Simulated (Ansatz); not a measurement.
# Work function of Ba(111): what the settings cost and change

Aim: the work function of Ba(111) across levels of theory at one geometry.

Main program and level: Ansatz 0.2.0; plane-wave DFT, PBE, Ansatz PAW, in the first sound run; inputs show where later runs differ.

## Step 1: The system as given

The cell holds 11 atoms: 11 Ba. Its edges and angles: a = 7.099 Å, b = 7.099 Å, c = 32.491 Å, α = 90.0°, β = 90.0°, γ = 60.0°. Vacuum lies along c.

## Step 2: Slab, setting PBE, Ansatz PAW (420 eV)

A work function rests on the faint tail of the density, so the SCF threshold is tight. PBE on the default files comes first; the next runs keep the geometry and change functional or files, each at the cutoff that its files recommend; a relaxation and, for heavy metals, spin-orbit coupling close the ladder.

Input file input.yaml:

```yaml
crystal:
  lattice:
    - [7.0993520831, 0.0, 0.0]
    - [3.5496760416, 6.1482192544, 0.0]
    - [0.0, 0.0, 32.4914917567]
  atoms:
    - { symbol: Ba, position: [0.6666666667, 0.6666666667, 0.2769955922] }
    - { symbol: Ba, position: [0.0, 0.0, 0.3215964737] }
    - { symbol: Ba, position: [0.3333333333, 0.3333333333, 0.3661973553] }
    - { symbol: Ba, position: [0.6666666667, 0.6666666667, 0.4107982369] }
    - { symbol: Ba, position: [0.0, 0.0, 0.4553991184] }
    - { symbol: Ba, position: [0.3333333333, 0.3333333333, 0.5] }
    - { symbol: Ba, position: [0.6666666667, 0.6666666667, 0.5446008816] }
    - { symbol: Ba, position: [0.0, 0.0, 0.5892017631] }
    - { symbol: Ba, position: [0.3333333333, 0.3333333333, 0.6338026447] }
    - { symbol: Ba, position: [0.6666666667, 0.6666666667, 0.6784035263] }
    - { symbol: Ba, position: [0.0, 0.0, 0.7230044078] }
kpoints:
  mp_grid: { grid: [7, 7, 1] }
hamiltonian:
  xc: pbe
scf:
  occupations: { method: fermi_dirac, width: 0.1 }
  convergence: { dr2_threshold: 1.0e-09 }
efield:
  axis: 3
  dipole_correction: true
  ramp_position: 0.97
  ramp_width: 0.06
output:
  write_potential: true
  write_density: true
  volumetric_format: npy
  elf: true
```

Launch:

```bash
$ ansatz run input.yaml --threads 4 --pin off --max-ram 6144MiB --backend cpu --events-out ev --progress --plain --runs-dir out
```

Log:

```text
Engine: ansatz 0.2.0, aarch64-unknown-linux-gnu
Pseudopotentials: kind: paw
Pseudopotential: Ba, paw, valence charge 10, recommended cutoff 420 eV (normal), Ba.paw.azcp
Functional definition: PBE
  parameter kappa = 0.804
  parameter beta = 0.066725
  exchange = pbe_x(kappa = kappa, mu = beta*pi^2/3)
  correlation = pbe_c(beta = beta)
Crystal: 11 atoms, lattice volume = 1418.201 Å³
Basis set: ecut = 420 eV, 27739 PW (Γ)
Bands: 66, of which v1, the nominal top of the filled ones, is band 55 counted from 1 (54 counted from 0)
Symmetry: 6 space group operations
k-points: 8 of 49 (time reversal used)
Non-local potential: Ba, projectors of the file, l = 0: 3, l = 1: 2, l = 2: 2, l = 3: 2
PAW form: soft (Blöchl's): semilocal exchange-correlation on the pseudo side does not see the compensation charge
PAW one-centre angular grid: Ba, 194 points (default); XC on 64 Gauss nodes
Initial density: superposition of atomic densities (neutral atoms: chi_scale 0, normalization atom), corrected by the library's trained network
Initial wavefunctions: pseudopotential atomic-orbital guess
Functional: x = pbe(κ = 0.804, μ = 0.219515), c = pbe(β = 0.066725)
SCF iter   1: F=—  HF=-65443.032277 eV  |F-HF|=—  |Δ(HF+E_count)|=         —  Δρ=1.35e-3  dr2=1.31e0  ethr=1.77e-3  p=-0.000 e·Å  D=-2.32e-14 V/Å  ΔV_dip=0.00 eV  dr2_dipole=1.03e-5  V_vac-E_F(+/−)=2.21/2.21 eV  ⟨swp⟩=15.5  Hψ=8766  notcnv=0
efield: sawtooth ramp at fractional position 0.9700 (set: `efield.ramp_position`, or a place that a band, a saddle search or an elastic batch's reference lends), width 0.0600; the density the first Hamiltonian is built on has a dipole p = -0.000 e·Å; the dipole correction subtracts the counter field D = -2.32e-14 V/Å, which shifts the + side's vacuum level by +0.00 eV against the − side's; the planar-averaged density in the ramp window peaks in size at 2.9e-6 e/Å³
automatic band count: the SCF goes on with 77 bands, as 66 were too few: the levels above may hold too much charge
preconditioner: auto → LDOS  [metal: Δε(μ)=0.056 eV  Ē_g=1.502 eV  σ=0.100 eV  W_gap=0.14  n_scr=126 (ndim 8)  ℏωp=4.6 eV  f_vac=0.433  D(μ)=19.33/eV (n_scr^D=94)  β→1.0]
SCF iter   2: F=—  HF=-65442.992816 eV  |F-HF|=—  |Δ(HF+E_count)|=   3.95e-2  Δρ=4.78e-4  dr2=2.60e-2  ethr=1.19e-3  p=0.000 e·Å  D=5.85e-7 V/Å  ΔV_dip=-0.00 eV  dr2_dipole=1.14e-5  V_vac-E_F(+/−)=2.36/2.36 eV  ⟨swp⟩=1.8  Hψ=718  notcnv=0
SCF iter   3: F=—  HF=-65442.994518 eV  |F-HF|=—  |Δ(HF+E_count)|=   1.70e-3  Δρ=1.60e-4  dr2=1.48e-3  ethr=2.36e-5  p=0.000 e·Å  D=2.22e-6 V/Å  ΔV_dip=-0.00 eV  dr2_dipole=7.43e-10  V_vac-E_F(+/−)=2.37/2.37 eV  ⟨swp⟩=3.0  Hψ=1152  notcnv=0
SCF iter   4: F=—  HF=-65442.994716 eV  |F-HF|=—  |Δ(HF+E_count)|=   1.98e-4  Δρ=8.76e-5  dr2=2.35e-4  ethr=1.35e-6  p=0.000 e·Å  D=1.79e-6 V/Å  ΔV_dip=-0.00 eV  dr2_dipole=4.06e-9  V_vac-E_F(+/−)=2.39/2.39 eV  ⟨swp⟩=2.0  Hψ=1039  notcnv=0
SCF iter   5: F=—  HF=-65442.994729 eV  |F-HF|=—  |Δ(HF+E_count)|=   1.23e-5  Δρ=1.75e-5  dr2=5.07e-5  ethr=2.13e-7  p=0.000 e·Å  D=9.25e-7 V/Å  ΔV_dip=-0.00 eV  dr2_dipole=4.01e-11  V_vac-E_F(+/−)=2.39/2.39 eV  ⟨swp⟩=2.1  Hψ=1084  notcnv=0
SCF iter   6: F=—  HF=-65442.994743 eV  |F-HF|=—  |Δ(HF+E_count)|=   1.42e-5  Δρ=6.78e-6  dr2=2.82e-6  ethr=4.61e-8  p=0.000 e·Å  D=9.58e-8 V/Å  ΔV_dip=-0.00 eV  dr2_dipole=2.26e-10  V_vac-E_F(+/−)=2.39/2.39 eV  ⟨swp⟩=2.4  Hψ=813  notcnv=0
SCF iter   7: F=—  HF=-65442.994812 eV  |F-HF|=—  |Δ(HF+E_count)|=   6.88e-5  Δρ=2.59e-6  dr2=3.08e-7  ethr=2.56e-9  p=-0.000 e·Å  D=-1.12e-7 V/Å  ΔV_dip=0.00 eV  dr2_dipole=1.39e-11  V_vac-E_F(+/−)=2.39/2.39 eV  ⟨swp⟩=3.0  Hψ=1199  notcnv=0
SCF iter   8: F=—  HF=-65442.994812 eV  |F-HF|=—  |Δ(HF+E_count)|=   2.19e-8  Δρ=9.69e-7  dr2=3.12e-8  ethr=2.80e-10  p=0.000 e·Å  D=3.17e-8 V/Å  ΔV_dip=-0.00 eV  dr2_dipole=8.61e-12  V_vac-E_F(+/−)=2.39/2.39 eV  ⟨swp⟩=2.2  Hψ=1084  notcnv=0
SCF iter   9: F=—  HF=-65442.994812 eV  |F-HF|=—  |Δ(HF+E_count)|=   1.43e-9  Δρ=4.35e-7  dr2=6.61e-9  ethr=2.83e-11  p=-0.000 e·Å  D=-2.38e-8 V/Å  ΔV_dip=0.00 eV  dr2_dipole=1.21e-15  V_vac-E_F(+/−)=2.39/2.39 eV  ⟨swp⟩=2.2  Hψ=1240  notcnv=0
SCF iter  10: F=-65442.994812 eV  HF=-65442.994812 eV  |F-HF|=2.18e-11  |Δ(HF+E_count)|=  6.55e-11  Δρ=9.44e-8  dr2=3.63e-10  ethr=1.00e-12  p=-0.000 e·Å  D=-4.87e-9 V/Å  ΔV_dip=0.00 eV  dr2_dipole=1.29e-13  V_vac-E_F(+/−)=2.39/2.39 eV  ⟨swp⟩=5.5  Hψ=2623  notcnv=0
SCF 1 converged in 10 iterations: F = -65442.994812 eV  dr2 = 3.63e-10
  greatest PAW one-centre occupation: 0.960 electrons in one spin orbital (limit 2), on the Ba atom at site 10 (counted from 0), in its partial waves of l = 0
WARN: The output density's exchange-correlation potential varies sharply where the density is thin. Do not read a vacuum level from v_tot or v_xc, or from such a field of the output density. On a cell that repeats whose density bears no net charge and no dipole along the vacuum's axis use v_es (v_loc + v_h of the components); under efield.dipole_correction with no amplitude use v_es + v_field, which holds any externa [...]
SCF converged after 10 iterations
Free energy (F): -65442.994812 eV
Harris-Foulkes:  -65442.994812 eV  (|F-HF|=2.18e-11)
Internal energy: -65442.383647 eV  (E = F + TS)
E sigma→0 (E₀):  -65442.689229 eV
Entropy (-TS):   -0.611165 eV (-55.560 meV/atom)
Fermi energy:    1.708180 eV
Dipole field:    D = -0.000000 V/Å  (p = -0.000001 e·Å, saw-weighted, corrected)
Work function:   Φ+ = 2.3938 eV   Φ− = 2.3938 eV
Levels:          The Fermi level and band energies are counted from a zero that moves with the ramp; work functions are not
--- Per-component energies (eV) ---
  E_band       = -1406.124648
  E_kinetic    = 1826.124297
  E_local      = -39454.969027  (includes V_loc(G=0)·N_el)
  E_nonlocal   = 627.788070
  E_hartree    = 18726.196540
  E_xc         = -1827.789714
  E_vxc        = -1464.140174  (∫ρ·V_xc dr)
  E_paw        = -57483.941989  (= ΣΔE_a)
  E_vpaw       = -393.321659  (= ΣTr[D̂ρ^β])
  E_aug_tail   = -0.000019  (compensation charges beyond the density's cutoff)
  E_efield     = 0.000000  (sawtooth field / dipole correction)
  E_vefield    = 0.000000  (∫n·V_field dr)
  E_ewald      = 12144.208195
  E_smearing   = -0.611165  (= −TS)
  E_closure    = 0.000000  (closes the sum)
  Σ components = -65442.994812   (vs F -65442.994812, Δ=0.00e0)
--- Band table (eV; the first three rows and the last of 8) ---
  k-point 0: bands = [... 51 lower, 1.5260, 1.5260, 1.8752, 1.8752, 1.9338, 1.9559, 2.0308, 2.1634, ... 18 higher]
  k-point 1: bands = [... 51 lower, 1.5018, 1.5811, 1.5958, 1.7064, 1.8357, 1.9282, 1.9490, 2.0988, ... 18 higher]
  k-point 2: bands = [... 51 lower, 1.3885, 1.4535, 1.5390, 1.5540, 1.7868, 1.7946, 1.8780, 2.0774, ... 18 higher]
  k-point 7: bands = [... 51 lower, 1.1769, 1.2677, 1.3944, 1.4479, 1.8240, 1.8487, 2.0644, 2.1341, ... 18 higher]
```

It took 2.2 min on 4 threads of Arm Neoverse N1, shared host; peak memory 2.6 GiB.

Numbers from this step:

```
energy at zero smearing   : -65442.6892 eV
work function, upper face : 2.394 eV
```

Running mean over 1.449 Å of the planar mean; the ramp of the sawtooth is left out. The electron's electrostatic potential energy less the Fermi level by z:

z (Å), electron's electrostatic potential energy less the Fermi level (eV) and a bar from the least value:
```
      3.5       2.39 ##############################
      4.0       2.39 ##############################
      4.5       2.39 ##############################
      5.0       2.38 ##############################
      5.5       2.35 ##############################
      6.0       2.30 ##############################
      6.5       2.19 #############################
      7.0       1.95 ############################
      7.5       1.37 ########################
      8.0       0.18 ##################
      8.5      -1.28 ##########
      9.0      -2.46 ###
      9.5      -2.99 #
     10.0      -3.09 
     10.5      -3.03 
     11.0      -2.94 #
     11.5      -2.87 #
     12.0      -2.85 #
     12.5      -2.86 #
     13.0      -2.88 #
     13.5      -2.90 #
     14.0      -2.92 #
     14.5      -2.92 #
     15.0      -2.93 #
     15.5      -2.93 #
     16.0      -2.93 #
     16.5      -2.93 #
     17.0      -2.93 #
     17.5      -2.93 #
     18.0      -2.92 #
     18.5      -2.92 #
     19.0      -2.90 #
     19.5      -2.88 #
     20.0      -2.86 #
     20.5      -2.85 #
     21.0      -2.87 #
     21.5      -2.94 #
     22.0      -3.03 
     22.5      -3.09 
     23.0      -2.99 #
     23.5      -2.45 ####
     24.0      -1.26 ##########
     24.5       0.21 ##################
     25.0       1.38 ########################
     25.5       1.95 ############################
     26.0       2.20 #############################
     26.5       2.30 ##############################
     27.0       2.35 ##############################
     27.5       2.38 ##############################
     28.0       2.39 ##############################
     28.5       2.39 ##############################
     29.0       2.39 ##############################
```

ELF in the ca plane at fractional y = 0.000, with atoms of Ba within 0.2 Å of it. It is the smooth field of the valence electrons, not physical close to the nuclei.

Ten even steps from '0' (0.00) to '9' (0.87), each cell a mean:
```
00159812795100159722795111159722797200122110
11138989983111138988983112138999995100122100
33114799741122114799741133214799852001121100
54311233211344211233211355421234311011211000
55431111113455431111113466542111111112110000
55443222234455443222334555554322222222110000
33334444443333334444444333344444443321100000
21223455432211223455432222222344443211000000
11112455421111112455432111111234433210000000
11112455421111112455432111111233432210000000
11123455432111123455432111112334443211000000
22233455433222233455443332333445443221000000
44443333344444443333444445544443333221100000
55532111123555432111123566653211111122110000
55321111112355321111112456521122110111211000
43212566521233212566521244212567631001221100
22126999962122127999972122126999973101121100
11149955994111149955994111149955996200122100
00169600696100169600695111159600697200122110
```
Columns run along c (16.0 Å, from fractional 0.38 to 0.88 of the cell), rows up along a (7.1 Å). Atoms in or near the plane, at fractional coordinates: Ba at (0.46, 0.00), Ba at (0.59, 0.00), Ba at (0.72, 0.00).

Electrostatic potential energy in the ca plane at fractional y = 0.000, with atoms of Ba within 0.2 Å of it. With pseudopotentials it is smooth inside the atoms' cores, unlike the true potential.

Ten even steps from '0' (-39 eV) to '9' (4 eV), each cell a mean:
```
99973000037999973000037999873000037899999999
99985200258999985200258999985200258899999999
99998645689999998655689999987644678999999999
99999888899999999888899999999888889999999999
99999999999999999999999999999999999999999999
99999999999999999999999999999999999999999999
99999999999999999999999999999999999999999999
99999999999999999999999999999999999999999999
99999999999999999999999999999999999999999999
99999999999999999999999999999999999999999999
99999999999999999999999999999999999999999999
99999999999999999999999999999999999999999999
99999999999999999999999999999999999999999999
99999999999999999999999999999999999999999999
99999988999999999988999999999988899999999999
99998766789999998766789999998766788999999999
99987422478999987422478999986422468999999999
99974100147999974100148999974000047899999999
99873000037899873000037999872000037899999999
```
Columns run along c (16.0 Å, from fractional 0.38 to 0.88 of the cell; values clipped at the 3rd and 97th percentile), rows up along a (7.1 Å). Atoms in or near the plane, at fractional coordinates: Ba at (0.46, 0.00), Ba at (0.59, 0.00), Ba at (0.72, 0.00).

Valence density in the ca plane at fractional y = 0.000, with atoms of Ba within 0.2 Å of it. It is the smooth field of the valence electrons, not physical close to the nuclei.

Values in e/Å³, 10 rows by 16 columns, each cell a mean:
```
0.0 0.6 1.1 0.7 0.0 0.2 1.1 1.0 0.1 0.1 0.9 1.1 0.3 0.0 0.0 0.0
0.0 0.1 0.5 0.2 0.0 0.1 0.4 0.3 0.1 0.0 0.2 0.4 0.1 0.0 0.0 0.0
0.0 0.0 0.1 0.0 0.0 0.0 0.0 0.0 0.0 0.0 0.0 0.0 0.0 0.0 0.0 0.0
0.0 0.0 0.0 0.0 0.0 0.0 0.0 0.0 0.0 0.0 0.0 0.0 0.0 0.0 0.0 0.0
0.0 0.0 0.0 0.0 0.0 0.0 0.0 0.0 0.0 0.0 0.0 0.0 0.0 0.0 0.0 0.0
0.0 0.0 0.0 0.0 0.0 0.0 0.0 0.0 0.0 0.0 0.0 0.0 0.0 0.0 0.0 0.0
0.0 0.0 0.0 0.0 0.0 0.0 0.0 0.0 0.0 0.0 0.0 0.0 0.0 0.0 0.0 0.0
0.0 0.0 0.1 0.1 0.0 0.0 0.1 0.1 0.0 0.0 0.1 0.1 0.0 0.0 0.0 0.0
0.0 0.2 0.8 0.3 0.0 0.1 0.6 0.5 0.1 0.1 0.4 0.7 0.1 0.0 0.0 0.0
0.0 0.7 0.9 0.8 0.0 0.2 1.0 1.0 0.1 0.1 0.9 0.9 0.4 0.0 0.0 0.0
```
Columns run along c (16.0 Å, from fractional 0.38 to 0.88 of the cell), rows up along a (7.1 Å). Atoms in or near the plane, at fractional coordinates: Ba at (0.46, 0.00), Ba at (0.59, 0.00), Ba at (0.72, 0.00).

The work function is 2.394 eV.

## Step 3: Slab

This step: plane-wave DFT, LDA, Ansatz PAW (Ansatz 0.2.0).

input.yaml, as its differences from that of step 2:

```diff
@@ -20,3 +20,3 @@
 hamiltonian:
-  xc: pbe
+  xc: lda
 scf:
@@ -33,2 +33 @@
   volumetric_format: npy
-  elf: true
```

Log:

```text
[...]
Crystal: 11 atoms, lattice volume = 1418.201 Å³
Basis set: ecut = 420 eV, 27739 PW (Γ)
Bands: 66, of which v1, the nominal top of the filled ones, is band 55 counted from 1 (54 counted from 0)
Symmetry: 6 space group operations
k-points: 8 of 49 (time reversal used)
[...]
k-point 0: bands = [... 51 lower, 1.3438, 1.3438, 1.6959, 1.6959, 1.7011, 1.7325, 1.8506, 1.9785, ... 18 higher]
  k-point 1: bands = [... 51 lower, 1.3158, 1.3783, 1.4134, 1.4971, 1.6292, 1.7467, 1.7515, 1.8930, ... 18 higher]
  k-point 2: bands = [... 51 lower, 1.1955, 1.2710, 1.3424, 1.3576, 1.5956, 1.6118, 1.6742, 1.8890, ... 18 higher]
  k-point 7: bands = [... 51 lower, 0.9624, 1.0521, 1.1842, 1.2447, 1.6514, 1.6743, 1.8806, 1.9381, ... 18 higher]
[key lines of the parts left out:]
SCF converged after 9 iterations
Free energy (F): -63572.567248 eV
Fermi energy:    1.516644 eV
Dipole field:    D = -0.000000 V/Å  (p = -0.000000 e·Å, saw-weighted, corrected)
Work function:   Φ+ = 2.5543 eV   Φ− = 2.5543 eV
```

Wall time 2.1 min (4 threads); peak memory 2.6 GiB.

The work function is 2.554 eV, +0.160 eV from the run “PBE, Ansatz PAW (420 eV)”, at 0.94 times its CPU time.

## Step 4: Run

This step: plane-wave DFT, PBEsol, Ansatz PAW (Ansatz 0.2.0).

input.yaml, as its differences from that of step 3:

```diff
@@ -20,3 +20,3 @@
 hamiltonian:
-  xc: lda
+  xc: pbesol
 scf:
```

Log:

```text
[...]
Crystal: 11 atoms, lattice volume = 1418.201 Å³
Basis set: ecut = 420 eV, 27739 PW (Γ)
Bands: 66, of which v1, the nominal top of the filled ones, is band 55 counted from 1 (54 counted from 0)
Symmetry: 6 space group operations
k-points: 8 of 49 (time reversal used)
[...]
k-point 0: bands = [... 51 lower, 1.4629, 1.4629, 1.8110, 1.8110, 1.8482, 1.8743, 1.9576, 2.0940, ... 18 higher]
  k-point 1: bands = [... 51 lower, 1.4345, 1.5057, 1.5326, 1.6277, 1.7577, 1.8634, 1.8757, 2.0221, ... 18 higher]
  k-point 2: bands = [... 51 lower, 1.3156, 1.3881, 1.4745, 1.4768, 1.7149, 1.7314, 1.8019, 2.0105, ... 18 higher]
  k-point 7: bands = [... 51 lower, 1.0949, 1.1874, 1.3170, 1.3730, 1.7586, 1.7835, 1.9997, 2.0660, ... 18 higher]
[key lines of the parts left out:]
SCF converged after 10 iterations
Free energy (F): -64486.357668 eV
Fermi energy:    1.637909 eV
Dipole field:    D = -0.000000 V/Å  (p = -0.000001 e·Å, saw-weighted, corrected)
Work function:   Φ+ = 2.4267 eV   Φ− = 2.4267 eV
```

Wall time 2.1 min (4 threads); peak memory 2.6 GiB.

The work function is 2.427 eV, +0.033 eV from the run “PBE, Ansatz PAW (420 eV)”, at 0.96 times its CPU time.

## Step 5: Slab

This step: plane-wave DFT, RPBE, Ansatz PAW (Ansatz 0.2.0).

input.yaml, as its differences from that of step 4:

```diff
@@ -20,3 +20,3 @@
 hamiltonian:
-  xc: pbesol
+  xc: rpbe
 scf:
```

Log:

```text
[...]
Crystal: 11 atoms, lattice volume = 1418.201 Å³
Basis set: ecut = 420 eV, 27739 PW (Γ)
Bands: 66, of which v1, the nominal top of the filled ones, is band 55 counted from 1 (54 counted from 0)
Symmetry: 6 space group operations
k-points: 8 of 49 (time reversal used)
[...]
k-point 0: bands = [... 51 lower, 1.6232, 1.6278, 1.9701, 1.9701, 2.0595, 2.0760, 2.1289, 2.2608, ... 18 higher]
  k-point 1: bands = [... 51 lower, 1.6012, 1.6896, 1.6930, 1.8188, 1.9475, 2.0243, 2.0554, 2.2096, ... 18 higher]
  k-point 2: bands = [... 51 lower, 1.4912, 1.5518, 1.6361, 1.6679, 1.8897, 1.8917, 1.9887, 2.1765, ... 18 higher]
  k-point 7: bands = [... 51 lower, 1.2933, 1.3841, 1.5074, 1.5577, 1.9166, 1.9423, 2.1623, 2.2418, ... 18 higher]
[key lines of the parts left out:]
SCF converged after 11 iterations
Free energy (F): -65549.448792 eV
Fermi energy:    1.810892 eV
Dipole field:    D = -0.000000 V/Å  (p = -0.000000 e·Å, saw-weighted, corrected)
Work function:   Φ+ = 2.2949 eV   Φ− = 2.2949 eV
```

Run time: 2.2 min. Hardware: 4 threads; peak memory 2.6 GiB; 7 min of CPU time.

The work function is 2.295 eV, -0.099 eV from the run “PBE, Ansatz PAW (420 eV)”, at 1.0 times its CPU time.

## Step 6: Slab

This step: plane-wave DFT, r2SCAN, Ansatz PAW (Ansatz 0.2.0).

input.yaml, as its differences from that of step 5:

```diff
@@ -20,3 +20,3 @@
 hamiltonian:
-  xc: rpbe
+  xc: r2scan
 scf:
```

Log:

```text
[...]
Crystal: 11 atoms, lattice volume = 1418.201 Å³
Basis set: ecut = 500 eV, 36065 PW (Γ), exchange–correlation on 216×216×960 points (64 copies of the dense FFT grid, shifted against one another)
Bands: 66, of which v1, the nominal top of the filled ones, is band 55 counted from 1 (54 counted from 0)
Symmetry: 6 space group operations
[...]
k-point 0: bands = [... 51 lower, 1.5253, 1.5517, 1.8984, 1.8984, 2.0713, 2.1052, 2.1217, 2.2224, ... 18 higher]
  k-point 1: bands = [... 51 lower, 1.5158, 1.6006, 1.6434, 1.7985, 1.9309, 1.9603, 2.0362, 2.2159, ... 18 higher]
  k-point 2: bands = [... 51 lower, 1.4149, 1.4569, 1.5372, 1.6356, 1.8152, 1.8403, 1.9827, 2.1339, ... 18 higher]
  k-point 7: bands = [... 51 lower, 1.2454, 1.3400, 1.4567, 1.5028, 1.8320, 1.8617, 2.1122, 2.2297, ... 18 higher]
[key lines of the parts left out:]
SCF converged after 12 iterations
Free energy (F): -65606.905861 eV
Fermi energy:    1.752016 eV
Dipole field:    D = 0.000000 V/Å  (p = 0.000000 e·Å, saw-weighted, corrected)
Work function:   Φ+ = 2.3786 eV   Φ− = 2.3786 eV
```

Run time: 4.3 min. Hardware: 4 threads; peak memory 5.2 GiB.

The work function is 2.379 eV, -0.015 eV from the run “PBE, Ansatz PAW (420 eV)”, at 2.0 times its CPU time.

[end of part 1 of 2]

[Long decimals in the printed logs are rounded to 6 places.]

[Logs are printed without paths, hosts, clocks, repeated set-up lines and the standing remarks that a program may print on its own settings, such as how far it seeks lower states.]

[Hosts, paths, dates, database ids (printed as entryN), source tags and the programs' standing remarks are cut or masked in the printed files.]

[Maps of the electrostatic potential energy from Ansatz leave out the sawtooth potential of an applied field or a dipole correction, so their vacuum need not be flat; planar profiles and work functions include it.]
